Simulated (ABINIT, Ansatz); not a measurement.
Planning a run of ABINIT 10.8.3 on BiOCl (P4/nmm). The input:

```
acell 3*1.0 Angstrom
rprim 
  3.885510000000 0.000000000000 0.000000000000
  0.000000000000 3.885510000000 0.000000000000
  0.000000000000 0.000000000000 7.348900000000
ntypat 3
znucl 83 17 8
natom 6
typat 1 1 2 2 3 3
xred 
  0.500000000000 0.000000000000 0.329040000000
  0.000000000000 0.500000000000 0.670960000000
  0.000000000000 0.500000000000 0.147200000000
  0.500000000000 0.000000000000 0.852800000000
  0.000000000000 0.000000000000 0.500000000000
  0.500000000000 0.500000000000 0.500000000000
pp_dirpath "pseudos"
pseudos "Bi.upf, Cl.upf, O.upf"
ecut 42
ngkpt 4 4 2
nshiftk 1
shiftk 0 0 0
kptopt 1
chksymbreak 0
istwfk *1
occopt 1
irdwfk 1
optdriver 3
nband 72
ecuteps 2.8
inclvkb 2
awtr 1
symchi 1
indata_prefix "in"
outdata_prefix "out"
tmpdata_prefix "tmp"
```

```sh
OMP_NUM_THREADS=1 mpirun -n 4 abinit run.abi > log
```

Question: How long will it take on 4 MPI ranks of AMD EPYC 9R45, shared host, and how much memory?

It took 49 s; on shared hardware allow 25 s to 98 s. Peak host memory was 2.4 GiB.

[Paths, hosts, dates, memory and timing lines, banners, echoed tables and standing remarks are left out of the program output.]

[Logs are printed without paths, hosts, clocks, repeated set-up lines and the standing remarks that a program may print on its own settings, such as how far it seeks lower states.]

[Runs of the session that timed out or met a known fault of the program may be left out.]

[Hosts, paths, dates, database ids (printed as entryN), source tags and the programs' standing remarks are cut or masked in the printed files.]

[G0W0 gaps are taken among the corrected bands and points alone; a level outside them can change the order at an edge.]

[Where Ansatz stands beside ABINIT at settings called matched, ABINIT's density can come from a denser mesh and the files from another edition; pairs whose starting gaps differed by over 0.03 eV were left out, so agreement reads better than it is.]
